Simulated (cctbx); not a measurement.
## Diagnosing a refinement

Cell a = 7.1790 Å, b = 9.4120 Å, c = 12.2600 Å, α = 90.00°, β = 90.06°, γ = 90.00°; space group P2_1 (no. 4).

Simulated single-crystal data (cctbx): Ga Kα, λ = 1.3414 Å, to d = 0.83 Å, 70 % of the full sphere, strongest reflection 40000 counts, noise from counting, a 6 % proportional error and a noise floor of 8 counts (s.d.); no absorption, and some extinction, which the refinements don't model.

An anisotropic refinement with weights 1/σ² prints:

```text
Rint 0.030, 202 unique reflections to 2.01 A
cycle     R1     wR2    GooF  max shift (A)
   1  0.0261  0.0712   1.888   0.03289
  12  0.0146  0.0340   0.902   0.00091
final R1 0.0146 wR2 0.0340 GooF 0.902  parameters 117  data/parameter 1.7
atom        x        y        z      Ueq    occ   su(xyz)  su(Uiso or U11)
Ba1    0.75555  0.89236  0.40922   0.0165  1.000  0.00085  0.0066  NPD
Ba2    0.23689  0.16029  0.05534   0.0239  1.000  0.00114  0.0067
Br1    0.50876  0.04576  0.64243   0.0287  1.000  0.00167  0.0155  NPD
Br2    0.31418  0.89141  0.85560   0.0344  1.000  0.00202  0.0151
Br3    0.02977  0.04957  0.66094   0.0114  1.000  0.00158  0.0150  NPD
Br4    0.23663  0.85182  0.48337   0.0256  1.000  0.00161  0.0119  NPD
Br5    0.81461  0.01426  0.95030   0.0258  1.000  0.00164  0.0155
Br6    0.51104  0.68980  0.66866   0.0181  1.000  0.00202  0.0148  NPD
Br7    0.50043  0.32303  0.83018   0.0173  1.000  0.00177  0.0126  NPD
Br8    0.04121  0.70278  0.69240   0.0219  1.000  0.00214  0.0163  NPD
Br9    0.98519  0.34273  0.82523   0.0278  1.000  0.00262  0.0104  NPD
Cu1    0.75268  0.17427  0.76760   0.0088  1.000  0.00214  0.0153  NPD
Al1    0.27628  0.85154  0.67519   0.0284  1.000  0.00615  0.0433  NPD
difference map: max 0.13 min -0.14 rms 0.04
Q1    0.1926  0.3651  0.3785    2    0.14  2.41 A from Br3
Q2    0.2179  0.5318  0.8742    2    0.13  2.17 A from Br5
Q3    0.2403  0.8527  0.3312    2    0.13  1.87 A from Br4
Q4    0.9947  0.3354  0.9908    2    0.11  2.03 A from Br9
Q5    0.3266  0.8471  0.6016    2    0.10  0.97 A from Al1
Q6    0.3488  0.0224  0.1436    2    0.10  1.87 A from Ba2
```

Q: Accept it or mend it, and why?

Mend it. The fault: data cut at low resolution. Against the right model at the same level, R1 goes from 0.0239 to 0.0146 and GooF from 0.95 to 0.90 and Ba1, Br1, Br3, Br4, Br6, Br7, Br8, Br9, Cu1 and Al1 go non-positive-definite. The atoms are right, but there are too few data for the parameters: R1 flatters and the s.u.s grow. Data per parameter fall from 23.7 to 1.7.

The compound is Ba2AlCuBr9. The right model at the same level gives:

```text
Rint 0.036, 2772 unique reflections to 0.83 A
cycle     R1     wR2    GooF  max shift (A)
   1  0.0467  0.1398   2.206   0.00804
   2  0.0239  0.0602   0.951   0.00009
final R1 0.0239 wR2 0.0602 GooF 0.951  parameters 117  data/parameter 23.7
atom        x        y        z      Ueq    occ   su(xyz)  su(Uiso or U11)
Ba1    0.75651  0.89133  0.40913   0.0185  1.000  0.00005  0.0002
Ba2    0.23752  0.15895  0.05505   0.0251  1.000  0.00007  0.0003
Br1    0.50941  0.04829  0.64186   0.0182  1.000  0.00010  0.0003
Br2    0.31469  0.89240  0.85652   0.0348  1.000  0.00013  0.0005
Br3    0.02843  0.04762  0.66024   0.0166  1.000  0.00009  0.0003
Br4    0.23704  0.85140  0.48251   0.0310  1.000  0.00012  0.0004
Br5    0.81500  0.01424  0.94991   0.0245  1.000  0.00011  0.0004
Br6    0.50885  0.69281  0.66799   0.0239  1.000  0.00010  0.0004
Br7    0.49748  0.32755  0.82973   0.0289  1.000  0.00012  0.0004
Br8    0.04045  0.70084  0.69243   0.0273  1.000  0.00012  0.0004
Br9    0.98305  0.34137  0.82530   0.0241  1.000  0.00011  0.0004
Cu1    0.75272  0.17340  0.76904   0.0250  1.000  0.00017  0.0006
Al1    0.27458  0.86116  0.67641   0.0359  1.000  0.00034  0.0012
Flack x: -0.007(3)
Hooft y: -0.006(5)  Bijvoet pairs: 1182
difference map: max 0.64 min -0.64 rms 0.17
Q1    0.0368  0.1932  0.9531    2    0.68  1.93 A from Ba2
Q2    0.3290  0.4979  0.6461    2    0.65  1.36 A from Ba1
Q3    0.4058  0.6857  0.0794    2    0.63  1.87 A from Br7
Q4    0.0007  0.0163  0.0453    2    0.62  1.77 A from Br5
Q5    0.3527  0.8406  0.0576    2    0.60  1.75 A from Br7
Q6    0.0034  0.0461  0.4477    2    0.60  2.27 A from Br8
```

Isotropic U is held between 0.0001 and 1 Å² by the program, and listed peak heights are interpolated, so they can pass the grid's maximum.

The model is made up (kin elements in a known structure type, no relaxation), so it says nothing on whether the phase exists.

[Middle refinement cycles are left out of these outputs.]

[Logs are printed without paths, hosts, clocks, repeated set-up lines and the standing remarks that a program may print on its own settings, such as how far it seeks lower states.]
